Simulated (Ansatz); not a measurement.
# Supercells of (17,17) 2H-MoS2 nanotube (306 atoms): plane waves and support functions

How do plane waves and support functions scale when (17,17) 2H-MoS2 nanotube (306 atoms) is repeated?

Main program and level: Ansatz 0.2.0; Kohn-Sham DFT, PBE+D4, PAW (set soft_2), plane waves.

## (1) The structure

The cell holds 306 atoms: 102 Mo and 204 S. Cell: a = 44.685 Å, b = 44.732 Å, c = 9.480 Å, α = 90.0°, β = 90.0°, γ = 90.0°. It derives from MoS2 (2H-MoS2). 2H-MoS2 sheet (a = 3.16 Å) rolled into a (17,17) tube of diameter 29.62 Å, 3 periods, 12 Å of vacuum; every coordinate displaced by a Gaussian of 0.02 Å. Vacuum lies along a and b. The structure repeats along c.

Limits known from the start: Beside vacuum, support functions can miss their usual error bounds without a warning.

## (2) Plane waves, typed cell on a dense mesh

The typed cell on a k-mesh is the yardstick: it samples like Γ on the cell repeated as often as the mesh has points along each axis. Its own convergence isn't tested.

File input.yaml:

```yaml
crystal:
  lattice:
    - [44.68528, 0.0, 0.0]
    - [0.0, 44.73186, 0.0]
    - [0.0, 0.0, 9.48]
  atoms:
    - { symbol: Mo, position: [0.83078, 0.52057, 0.16717] }
    - { symbol: S, position: [0.8638, 0.54439, 0.99955] }
    - { symbol: S, position: [0.79414, 0.53608, 0.00103] }
    - { symbol: Mo, position: [0.82134, 0.5809, 0.33111] }
    - { symbol: S, position: [0.84848, 0.611, 0.16881] }
    - { symbol: S, position: [0.78223, 0.58905, 0.1686] }
    - { symbol: Mo, position: [0.79981, 0.63867, 0.16761] }
    - { symbol: S, position: [0.82348, 0.67286, 0.33456] }
    - { symbol: S, position: [0.76014, 0.64001, 0.33282] }
    - { symbol: Mo, position: [0.7699, 0.69137, 0.99775] }
    - { symbol: S, position: [0.78572, 0.73002, 0.1687] }
    - { symbol: S, position: [0.73142, 0.68594, 0.16851] }
    - { symbol: Mo, position: [0.73155, 0.73764, 0.16791] }
    - { symbol: S, position: [0.73833, 0.77827, 0.99733] }
    - { symbol: S, position: [0.69265, 0.7252, 0.00362] }
    - { symbol: Mo, position: [0.68223, 0.77529, 0.00183] }
    - { symbol: S, position: [0.6834, 0.81699, 0.16636] }
    - { symbol: S, position: [0.64838, 0.75662, 0.16953] }
    - { symbol: Mo, position: [0.62993, 0.80485, 0.16442] }
    - { symbol: S, position: [0.62131, 0.84599, 0.99981] }
    - { symbol: S, position: [0.59791, 0.77917, 0.99873] }
    - { symbol: Mo, position: [0.57069, 0.82254, 0.99761] }
    - { symbol: S, position: [0.5564, 0.86154, 0.16975] }
    - { symbol: S, position: [0.54553, 0.79263, 0.16773] }
    - { symbol: Mo, position: [0.51026, 0.83099, 0.16362] }
    - { symbol: S, position: [0.4891, 0.86515, 0.33384] }
    - { symbol: S, position: [0.49044, 0.79588, 0.33265] }
    - { symbol: Mo, position: [0.44907, 0.82679, 0.99802] }
    - { symbol: S, position: [0.4215, 0.85771, 0.16631] }
    - { symbol: S, position: [0.43668, 0.78917, 0.16757] }
    - { symbol: Mo, position: [0.38967, 0.81238, 0.16336] }
    - { symbol: S, position: [0.35765, 0.83786, 0.99975] }
    [... 268 atom lines left out ...]
    - { symbol: Mo, position: [0.81538, 0.39939, 0.83646] }
    - { symbol: S, position: [0.85539, 0.41122, 0.00534] }
    - { symbol: S, position: [0.78764, 0.4277, 0.99903] }
    - { symbol: Mo, position: [0.82799, 0.45909, 0.66511] }
    - { symbol: S, position: [0.86616, 0.47739, 0.83219] }
    - { symbol: S, position: [0.79522, 0.48143, 0.83177] }
kpoints:
  mp_grid: { grid: [1, 1, 4] }
hamiltonian:
  xc: pbe
  dispersion: d4
scf:
  occupations: { method: gaussian, width: 0.025 }
output:
  forces: true
  populations: intrinsic
  dos:
    method: { smearing: { sigma: 0.1 } }
    de: 0.1
    projected: { site_lists: { Mo: [Mo], S: [S] } }
  eigenvalues: true
```

Started as:

```bash
$ ansatz run input.yaml --threads 32 --pin off --max-ram 143360MiB --backend cuda --events-out ev --progress --plain --runs-dir out
```

Numbers of over 12 decimals in the logs are rounded to 6 here.

The program printed:

```text
Engine: ansatz 0.2.0, aarch64-unknown-linux-gnu
Pseudopotentials: kind: paw
Pseudopotential: Mo, paw, valence charge 14, recommended cutoff 420 eV (normal), Mo.paw.azcp
Pseudopotential: S, paw, valence charge 6, recommended cutoff 420 eV (normal), S.paw.azcp
[... 5 lines on functional and potentials left out ...]
device memory: the entry about to start is reckoned to put 171.3 GiB on a device that reports 182.5 GiB free
GPU FFT provider: cuFFT
GPU libraries: cuBLAS 13.8.1, cuFFT 12.4.0, cuSOLVER 12.3.2
GPU matrix products: emulated (plane waves: as basis.precision tells), large ones in fixed point in workspaces of 1.00 GiB
Crystal: 306 atoms, lattice volume = 18949.152 Å³
Basis set: ecut = 420 eV, 370139 PW (Γ), exchange–correlation on 600×600×128 points (8 copies of the dense FFT grid, shifted against one another)
Bands: 1632, of which v1, the nominal top of the filled ones, is band 1326 counted from 1 (1325 counted from 0)
Symmetry: 1 space group operations
Space group: P1 (ITA 1), of the structure as read, at distance tolerance 2.7e-4 Å
k-points: 3 of 4 (time reversal used)
[... 5 lines on functional and potentials left out ...]
Initial density: superposition of atomic densities (neutral atoms: chi_scale 0, normalization atom), corrected by the library's trained network
Initial wavefunctions: pseudopotential atomic-orbital guess
GPU buffer pool allocated for 5760000 grid points (all kernels)
GPU transforms: local potential and band sums: pruned to the plane-wave sphere, on 300×300×64
GPU projectors: on the FFT box's points about the atoms, with room for 1781124 of them (8 bands a pass); a geometry past the room, sums that fail their trial, or a want of GPU memory keeps the tables, and a block in half precision can take them where they are the faster
Functional: x = pbe(κ = 0.804, μ = 0.219515), c = pbe(β = 0.066725)
SCF iter   1: F=—  HF=-689885.682600 eV  |F-HF|=—  |Δ(HF+E_count)|=         —  Δρ=3.22e-3  dr2=9.15e-1  ethr=1.77e-3  ⟨swp⟩=9.0  Hψ=24837  notcnv=0  defer=172
preconditioner: auto → Resta (q_TF=auto, 1.966 Å⁻¹)  ε∞=3.2  [insulator: Δε(μ)=1.665 eV  Ē_g=7.725 eV  σ=0.025 eV  W_gap=1.00  n_scr=2396 (ndim 8)  ℏωp=11.6 eV  f_vac=0.685  D(μ)=0.00/eV (n_scr^D=0)  ε∞_Penn≈3.2  vacuum switching on, ρ_ref=4.3e-3 e/Å³]
SCF iter   2: F=—  HF=-689886.155215 eV  |F-HF|=—  |Δ(HF+E_count)|=   4.73e-1  Δρ=1.81e-3  dr2=4.24e-1  ethr=3.45e-5  ⟨swp⟩=2.3  Hψ=8200  notcnv=0  defer=771
SCF iter   3: F=—  HF=-689886.384127 eV  |F-HF|=—  |Δ(HF+E_count)|=   2.29e-1  Δρ=1.18e-3  dr2=4.86e-1  ethr=1.60e-5  ⟨swp⟩=6.7  Hψ=6923  notcnv=0  defer=772
SCF iter   4: F=—  HF=-689886.403903 eV  |F-HF|=—  |Δ(HF+E_count)|=   1.98e-2  Δρ=3.91e-4  dr2=7.54e-2  ethr=1.60e-5  ⟨swp⟩=3.0  Hψ=7736  notcnv=0  defer=771
SCF iter   5: F=—  HF=-689886.399257 eV  |F-HF|=—  |Δ(HF+E_count)|=   4.65e-3  Δρ=1.40e-4  dr2=3.67e-3  ethr=2.84e-6  ⟨swp⟩=2.0  Hψ=7379  notcnv=0  defer=771
SCF iter   6: F=—  HF=-689886.399331 eV  |F-HF|=—  |Δ(HF+E_count)|=   7.32e-5  Δρ=4.62e-5  dr2=1.44e-3  ethr=1.38e-7  ⟨swp⟩=3.7  Hψ=10032  notcnv=0  defer=771
SCF iter   7: F=—  HF=-689886.399027 eV  |F-HF|=—  |Δ(HF+E_count)|=   3.04e-4  Δρ=2.58e-5  dr2=3.49e-4  ethr=5.42e-8  ⟨swp⟩=2.0  Hψ=6259  notcnv=0  defer=771
SCF iter   8: F=—  HF=-689886.397370 eV  |F-HF|=—  |Δ(HF+E_count)|=   1.66e-3  Δρ=1.50e-5  dr2=1.15e-4  ethr=1.32e-8  ⟨swp⟩=2.0  Hψ=6041  notcnv=0  defer=771
SCF iter   9: F=—  HF=-689886.397378 eV  |F-HF|=—  |Δ(HF+E_count)|=   8.38e-6  Δρ=9.29e-6  dr2=5.63e-5  ethr=4.35e-9  ⟨swp⟩=2.3  Hψ=6473  notcnv=0  defer=771
SCF iter  10: F=—  HF=-689886.397097 eV  |F-HF|=—  |Δ(HF+E_count)|=   2.81e-4  Δρ=3.99e-6  dr2=7.54e-6  ethr=2.12e-9  ⟨swp⟩=3.0  Hψ=6848  notcnv=0  defer=771
SCF iter  11: F=—  HF=-689886.397095 eV  |F-HF|=—  |Δ(HF+E_count)|=   2.24e-6  Δρ=2.19e-6  dr2=1.71e-6  ethr=2.84e-10  ⟨swp⟩=2.7  Hψ=6679  notcnv=0  defer=771
SCF iter  12: F=—  HF=-689886.397095 eV  |F-HF|=—  |Δ(HF+E_count)|=   3.45e-7  Δρ=1.24e-6  dr2=2.05e-7  ethr=6.45e-11  ⟨swp⟩=2.0  Hψ=6178  notcnv=0  defer=771
SCF iter  13: F=—  HF=-689886.397097 eV  |F-HF|=—  |Δ(HF+E_count)|=   1.23e-6  Δρ=7.58e-7  dr2=2.21e-7  ethr=3.77e-12  ⟨swp⟩=13.3  Hψ=21502  notcnv=0
SCF iter  14: F=-689886.397097 eV  HF=-689886.397097 eV  |F-HF|=2.05e-7  |Δ(HF+E_count)|=   3.86e-7  Δρ=3.34e-7  dr2=1.84e-8  ethr=3.77e-12  ⟨swp⟩=2.0  Hψ=13075  notcnv=0
SCF 1 converged in 14 iterations: F = -689886.397097 eV  dr2 = 1.84e-8
  greatest PAW one-centre occupation: 0.998 electrons in one spin orbital (limit 2), on the Mo atom at site 78 (counted from 0), in its partial waves of l = 0
SCF converged after 14 iterations
Free energy (F): -689886.397097 eV
Harris-Foulkes:  -689886.397097 eV  (|F-HF|=2.05e-7)
Internal energy: -689886.397097 eV  (E = F + TS)
E sigma→0 (E₀):  -689886.397097 eV
Fermi energy:    -0.408256 eV
--- Per-component energies (eV) ---
  E_band       = -46490.659354
  E_kinetic    = 67002.866956
  E_local      = -2225534.449423  (includes V_loc(G=0)·N_el)
  E_nonlocal   = 20331.282253
  E_hartree    = 1074348.143422
  E_xc         = -38626.877088
  E_vxc        = -41333.868340  (∫ρ·V_xc dr)
  E_paw        = -448965.337949  (= ΣΔE_a)
  E_vpaw       = -15652.748996  (= ΣTr[D̂ρ^β])
  E_aug_tail   = 0.004361  (compensation charges beyond the density's cutoff)
  E_ewald      = 861661.651210
  E_disp       = -103.680838  (pairwise vdW)
  E_smearing   = -0.000000  (= −TS)
  E_closure    = 0.000000  (closes the sum)
  Σ components = -689886.397097   (vs F -689886.397097, Δ=0.00e0)
--- Forces (eV/Å), atoms counted from 1 ---
[... 306 lines of forces left out ...]
  max |Σ_I F_I| component: 2.96e-5 eV/Å
--- Band table (eV) ---
[... left out ...]
--- intrinsic populations: 306 sites ---
  site symbol       q [e]
[... 306 lines, one an atom, left out ...]
  spilling = -0.000000 (of n_electrons = 2652.000000)
```

Run time: 72 s. Hardware: 1 × NVIDIA GB200 with 32 threads of Arm Neoverse V2, shared host; peak memory 12 GiB.

Reading the cycles: dr2 is the Hartree energy of the density residual (eV), the measure of convergence; HF is the Harris–Foulkes estimate of the energy, which meets the free energy F at convergence.

That memory is the host's; the program planned up to 171 GiB on the GPU. Forces of this run were stored rounded, and per-atom blocks of the log weren't kept.

The program notes that it cut back its work space to fit the memory limit.

The run gave:

* free energy: -689886.3971 eV
* free energy per atom: -2254.5307 eV/atom
* SCF cycles: 14
* r.m.s. force component: 0.5031 eV/Å
* longest force: 2.693 eV/Å
* Fermi energy: -0.4083 eV
* gap (highest filled to lowest empty level): 1.664 eV

The r.m.s. force component of 0.50 eV/Å sets the scale for the differences below.

## (3) Plane waves, 306 atoms

The typed cell is solved at Γ alone, the coarsest sampling of the series.

input.yaml, the sections that differ from step 2:

```yaml
kpoints:
  mp_grid: { grid: [1, 1, 1] }
output:
  forces: true
# crystal, hamiltonian, scf: as in step 2
```

Elapsed: 9.8 s, on 1 × NVIDIA GB200 with 32 threads; peak memory 3.4 GiB.

That memory is the host's; the program planned up to 62.7 GiB on the GPU.

It converged in 14 SCF cycles; the log is left out.

The energy lies 5.42 meV/atom below the dense-mesh reference.

## (4) Support functions, 306 atoms

The typed cell is solved at Γ alone, now in support functions.

This step: Kohn-Sham DFT, PBE+D4, PAW (set soft_2), localised support functions (medium) (Ansatz 0.2.0).

Edit input.yaml of step 3 so:

```diff
@@ -14,2 +14,5 @@
   occupations: { method: gaussian, width: 0.025 }
+  eigensolver: { kind: { support_functions: { accuracy: medium } } }
+  mixing: { beta: 0.2 }
+  max_iter: 150
 output:
```

The program printed:

```text
Warning: scf.eigensolver.kind.support_functions: disabling space-group detection — the functions' gradient is summed over unrotated k-points, so no spatial operation reduces the k-mesh or symmetrises the density; time reversal is kept, so that k and −k are solved as one point where they differ and the mesh holds both, and exact exchange and, on two spinor components, a DFT+U term hold to it where the run has them: [...]
settings of this run that can trade accuracy for cost: scf.eigensolver.kind.support_functions [...]
[...]
GPU FFT provider: cuFFT
GPU libraries: cuBLAS 13.8.1, cuFFT 12.4.0, cuSOLVER 12.3.2
[...]
Crystal: 306 atoms, lattice volume = 18949.152 Å³
Basis set: ecut = 420 eV, 370139 PW (Γ), exchange–correlation on 600×600×128 points (8 copies of the dense FFT grid, shifted against one another)
Bands: 1592, of which v1, the nominal top of the filled ones, is band 1326 counted from 1 (1325 counted from 0)
Symmetry: 1 space group operations
k-points: 1
[...]
GPU buffer pool allocated for 5760000 grid points (all kernels)
[...]
SCF iter   1: F=—  HF=-689879.919705 eV  |F-HF|=—  |Δ(HF+E_count)|=         —  Δρ=4.37e-2  dr2=6.00e2  ethr=1.00e-1
[...]
SCF iter  16: F=—  HF=-689888.239387 eV  |F-HF|=—  |Δ(HF+E_count)|=   2.21e-3  Δρ=8.64e-6  dr2=1.34e-5  ethr=2.17e-9  κ⁻¹=2.1e-6(r=7)
SCF iter  17: F=-689888.239385 eV  HF=-689888.239387 eV  |F-HF|=2.51e-6  |Δ(HF+E_count)|=   2.14e-8  Δρ=3.58e-6  dr2=5.65e-6  ethr=5.05e-10
SCF 1 converged in 17 iterations: F = -689888.278593 eV  dr2 = 5.65e-6
[...]
SCF converged after 17 iterations
Stability not checked: this state was not tested for a lower state beside it, because the mixer in use, unlike msr1, does not test its closes by its own steps (another_mixer; see scf.mixing.algorithm and scf.lower_state_search)
Free energy (F): -689888.278593 eV
[...]
Internal energy: -689888.278593 eV  (E = F + TS)
E sigma→0 (E₀):  -689888.278593 eV
Fermi energy:    -0.394527 eV
[...]
Σ components = -689888.278593   (vs F -689888.278593, Δ=0.00e0)
--- Forces (eV/Å), atoms counted from 1 ---
[... 306 lines of forces left out ...]
  max |Σ_I F_I| component: 5.55e-3 eV/Å
--- Band table (eV) ---
[... left out ...]
  guard bands above this table: 231 of the run's 1592 bands (output.publish_guard_bands: true publishes all)
```

Run time: 9 s. Hardware: 1 × NVIDIA GB200 with 32 threads; peak memory 3.7 GiB; 33 s of CPU time.

That memory is the host's; the program planned up to 14.8 GiB on the GPU.

The program notes that the band table was not solved further than the SCF left it and it switched symmetry off.

The energy lies 6.15 meV/atom below the dense-mesh reference, and 0.73 meV/atom below plane waves of the same size, an offset between the two bases that leaves the sampling error alike.

## (5) Support functions, 612 atoms

The repeated cell is solved at Γ in support functions.

Edit input.yaml of step 4 so:

```diff
@@ -7,2 +7,3 @@
     [... the 306 atom lines of step 2 ...]
+  supercell: [1, 1, 2]
 kpoints:
```

Run time: 19 s. Hardware: 1 × NVIDIA GB200 with 32 threads; peak memory 6.3 GiB.

That memory is the host's; the program planned up to 26.4 GiB on the GPU.

The program repeats the typed cell 1×1×2 times, 612 atoms in all; totals in the log are those of the whole repeated cell, and force differences are taken after averaging over the copies of each atom.

It converged in 19 SCF cycles; the log is left out.

The energy lies 0.59 meV/atom below the dense-mesh reference.

## (6) Support functions, 1224 atoms

The repeated cell is solved at Γ in support functions.

Edit input.yaml of step 5 so:

```diff
@@ -7,3 +7,3 @@
     [... the 306 atom lines of step 2 ...]
-  supercell: [1, 1, 2]
+  supercell: [1, 1, 4]
 kpoints:
```

The program printed:

```text
[...]
GPU FFT provider: cuFFT
GPU libraries: cuBLAS 13.8.1, cuFFT 12.4.0, cuSOLVER 12.3.2
[...]
Crystal: 1224 atoms, lattice volume = 75796.608 Å³
Basis set: ecut = 420 eV, 1481271 PW (Γ), exchange–correlation on 600×600×512 points (8 copies of the dense FFT grid, shifted against one another)
Bands: 6365, of which v1, the nominal top of the filled ones, is band 5304 counted from 1 (5303 counted from 0)
Symmetry: 1 space group operations
k-points: 1
[...]
GPU buffer pool allocated for 23040000 grid points (all kernels)
[...]
SCF iter   1: F=—  HF=-2759523.541220 eV  |F-HF|=—  |Δ(HF+E_count)|=         —  Δρ=4.41e-2  dr2=2.46e3  ethr=1.00e-1
[...]
SCF iter  18: F=—  HF=-2759546.275034 eV  |F-HF|=—  |Δ(HF+E_count)|=   4.71e-6  Δρ=3.10e-6  dr2=1.13e-5  ethr=2.68e-10  κ⁻¹=1.8e-5(r=7)
SCF iter  19: F=-2759546.275029 eV  HF=-2759546.275032 eV  |F-HF|=3.29e-6  |Δ(HF+E_count)|=   2.08e-6  Δρ=1.52e-6  dr2=4.28e-6  ethr=1.07e-10
SCF 1 converged in 19 iterations: F = -2759546.487482 eV  dr2 = 4.28e-6
[...]
SCF converged after 19 iterations
[...]
Free energy (F): -2759546.487482 eV
[...]
Internal energy: -2759546.487482 eV  (E = F + TS)
E sigma→0 (E₀):  -2759546.487482 eV
Fermi energy:    -0.407994 eV
[...]
Σ components = -2759546.487482   (vs F -2759546.487482, Δ=0.00e0)
--- Forces (eV/Å), atoms counted from 1 ---
  atom   1  Mo     0.78469211    -0.26753477    -0.28995120
  atom   2  S     -0.10029605     0.21014571     0.18651978
  atom   3  S     -0.27803795    -0.43228736     0.04214124
  atom   4  Mo     0.24400248    -0.18936813     0.80934132
  atom   5  S     -0.15690535     0.33046307    -0.23603955
  atom   6  S     -0.07357087    -0.07065324    -0.32567349
  [... forces on the other 1218 atoms ...]
  max |Σ_I F_I| component: 1.53e-2 eV/Å
--- Band table (eV) ---
[... left out ...]
[...]
```

Run time: 46 s. Hardware: 1 × NVIDIA GB200 with 32 threads; peak memory 12 GiB; 2.1 min of CPU time.

That memory is the host's; the program planned up to 52.1 GiB on the GPU.

The program repeats the typed cell 1×1×4 times, 1224 atoms in all; totals in the log are those of the whole repeated cell, and force differences are taken after averaging over the copies of each atom.

The energy lies 0.735 meV/atom below the dense-mesh reference.

(Part 1 of 2 ends here.)

[Logs are printed without paths, hosts, clocks, repeated set-up lines and the standing remarks that a program may print on its own settings, such as how far it seeks lower states.]

[Hosts, paths, dates, database ids (printed as entryN), source tags and the programs' standing remarks are cut or masked in the printed files.]
